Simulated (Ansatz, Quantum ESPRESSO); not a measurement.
# Lattice dynamics of LiF (Griceite) in two programs, part 2 of 2

Wanted: phonon bands, density of states and zone-centre response of LiF (Griceite).

Quantum ESPRESSO 7.5; DFT PBE, scalar-relativistic, plane waves, PseudoDojo norm-conserving pseudopotentials.

So far. Step 9 (Modes with the sum rule): The rule also moves an optical mode by 0.6 cm⁻¹. Step 12 (Modes along a direction of q (1 0 0)): The field moves one mode, from 270 to 623 cm⁻¹; the others stay. The relaxed cell has a = 4.061 Å (conventional setting).

## Step 13: The dispersion under another sum rule (asr all)

The sum rule corrects the force constants themselves, so it can shift branches at any wavevector, low ones most.

The input, matdyn.in:

```
 &input
    asr='all',
    flfrc='x.fc',
    flfrq='x.freq',
    flvec='x.modes',
    q_in_band_form=.true.,
    q_in_cryst_coord=.true.,
 /
8
  0.0000000   0.0000000   0.0000000   8  ! GAMMA
  0.0000000   0.5000000   0.5000000   8  ! X
  0.0000000   0.6250000   0.3750000   1  ! U
 -0.3750000   0.3750000   0.0000000   8  ! K
  0.0000000   0.0000000   0.0000000   8  ! GAMMA
  0.0000000   0.5000000   0.0000000   8  ! L
 -0.2500000   0.5000000   0.2500000   8  ! W
  0.0000000   0.5000000   0.5000000   1  ! X
```

Command:

```
> matdyn.x -in matdyn.in > matdyn.out
```

It took 0.52 s on 1 thread of Arm Neoverse N1, shared host.

At the labelled points the branches move by no more than 0.9 cm⁻¹. The log warns that this rule wants the long-range part of the force constants stored apart (write_lr, read_lr) in a polar crystal, which was not done.

## Step 14: The same in Ansatz

A second program on the same cell, potentials, cutoff and meshes tests the implementation of the phonon response, not its convergence. Its field response is summed in its own way. Its k mesh is centred on Γ.

This step: DFT PBE, scalar-relativistic, plane waves, PseudoDojo norm-conserving pseudopotentials (Ansatz 0.2.0).

The input, input.yaml:

```yaml
crystal:
  lattice:
    - [-2.0302782396, 0.0, 2.0302782396]
    - [0.0, 2.0302782396, 2.0302782396]
    - [-2.0302782396, 2.0302782396, 0.0]
  atoms:
    - { symbol: Li, position: [0.0, 0.0, 0.0] }
    - { symbol: F, position: [0.5, 0.5, 0.5] }
kpoints:
  mp_grid: { grid: [8, 8, 8] }
hamiltonian:
  xc: pbe
  pseudopotentials: { kind: nc, accuracy: standard }
scf:
  occupations: { method: fixed }
output:
  eigenvalues: true
basis:
  ecutwfc: 1142.878
phonons:
  method: dfpt
  dielectric: true
  rigid_motions: translations
  qmesh: [4, 4, 4]
  temperatures: { t_max: 1000, t_step: 50 }
  qpath:
    path:
      - [[0.0, 0.0, 0.0], [0.0, 0.5, 0.5], [0.0, 0.625, 0.375]]
      - [[-0.375, 0.375, 0.0], [0.0, 0.0, 0.0], [0.0, 0.5, 0.0], [-0.25, 0.5, 0.25], [0.0, 0.5, 0.5]]
    npoints: 12
```

Command:

```
> ansatz run input.yaml --threads 2 --pin off --max-ram 4096MiB --backend cpu --events-out ev --progress --plain --runs-dir out
```

Wall time 2.8 min (2 threads); peak memory 0.85 GiB.

Read from the output:

```
sum-rule residual before enforcement                               : 4.07e-5 eV/Å²
miss of the charge sum rule                                        : 1.77e-5 e
mean frequency                                                     : 307.6 cm⁻¹
Debye temperature (second moment)                                  : 606 K
logarithmic mean frequency                                         : 289.1 cm⁻¹
highest optical zone-centre mode (no LO-TO term)                   : 270.8 cm⁻¹
lowest optical zone-centre mode                                    : 270.8 cm⁻¹
mean static dielectric constant                                    : 10.82
highest mode moved by the LO-TO term                               : 622.9 cm⁻¹
lowest mode on the q mesh (acoustic ones at the zone centre apart) : 131.7 cm⁻¹
zero-point energy per atom                                         : 57.2 meV
vibrational entropy at 300 K                                       : 19.12 J/(mol atoms K)
```

Transverse modes. Lines of the infrared spectrum (strongest = 100):

| position (cm⁻¹) | label | IR intensity ((D/Å)²/amu), degenerate modes summed, relative |
| --- | --- | --- |
| 271 | T1u | 100 |

## Step 15: Side by side: QE PseudoDojo and Ansatz, PseudoDojo

Numbers from this step:

* root-mean-square difference: 0.22 cm⁻¹
* largest difference: 0.46 cm⁻¹
* root-mean-square difference on the path: 0.3 cm⁻¹
* largest difference on the path: 0.5 cm⁻¹

The 12 of 48 modes that differ most. Frequencies side by side:

```
q (reciprocal lattice)  mode  QE PseudoDojo (cm⁻¹)  Ansatz, PseudoDojo (cm⁻¹)
                 0 0 0     1                 13.71                          0
                 0 0 0     2                 13.71                          0
                 0 0 0     3                 13.71                          0
              0 0 0.25     1                 132.2                      131.7
              0 0 0.25     2                 132.2                      131.7
              0 0 -0.5     3                 263.3                      262.9
              0 0 -0.5     4                 263.3                      262.9
           0 0.25 0.25     1                 175.7                      175.4
           0 0.25 0.25     2                 175.7                      175.4
          0 0.25 -0.25     3                   269                      268.6
       0.25 -0.5 -0.25     4                 349.3                        349
       0.25 -0.5 -0.25     5                 379.3                        379
```

The two runs side by side. Further quantities:

```csv
quantity,QE PseudoDojo,"Ansatz, PseudoDojo"
mean ε∞,2.044,2.044
"largest Born charge in size (e; the first before, the second after the charge sum rule)",1.055,1.055
```

The interpolated bands of the two lie on top of each other.

At the solved wavevectors the largest difference (acoustic modes at Γ apart) is 0.08 % of the highest mode.

## Step 16: Summary of results

```json
{"space group after relaxation": "Fm-3m", "volume per atom": "8.37 Å³", "gap on the k-mesh": "8.90 eV", "highest optical zone-centre mode (no LO-TO term)": "270.3 cm⁻¹", "highest mode moved by the LO-TO term": "622.7 cm⁻¹", "mean high-frequency dielectric constant": "2.04", "largest Born charge in size (third of the trace)": "1.05 e", "mean static dielectric constant": "10.8", "q mesh": "4×4×4", "lowest mode on the q mesh (acoustic ones at the zone centre apart)": "132.2 cm⁻¹", "zero-point energy per atom": "57.2 meV", "heat capacity at 300 K": "20.7 J/(mol atoms K)", "vibrational entropy at 300 K": "19.1 J/(mol atoms K)", "imaginary modes on the q mesh": "none", "largest difference from Ansatz, PseudoDojo": "0.46 cm⁻¹"}
```

LiF (Griceite) is dynamically stable on the 4×4×4 mesh; its spectrum reaches 623 cm⁻¹. At the PBE level the optical modes of LiF (Griceite) at the zone centre (no LO-TO term) lie at 270 cm⁻¹. Along the directions run, the highest mode that the macroscopic field moves lies at 623 cm⁻¹. Lattice motion raises the mean dielectric constant from 2.044 to 10.84. The Born charge of Li is 1.055 e against a formal charge of +1, close to the ionic value. The Lyddane-Sachs-Teller relation holds: (ωLO/ωTO)² is 5.31 and ε₀/ε∞ is 5.31. QE PseudoDojo and Ansatz, PseudoDojo agree to 0.46 cm⁻¹ (0.08 % of the highest mode compared) on all solved modes but the acoustic ones at Γ, without the LO-TO term. These are harmonic frequencies at zero temperature: anharmonic shifts and linewidths and thermal expansion are left out.

[Host names and launcher messages were left out of these logs when they were recorded.]

[Logs are printed without paths, hosts, clocks, repeated set-up lines and the standing remarks that a program may print on its own settings, such as how far it seeks lower states.]

[Hosts, paths, dates, database ids (printed as entryN), source tags and the programs' standing remarks are cut or masked in the printed files.]
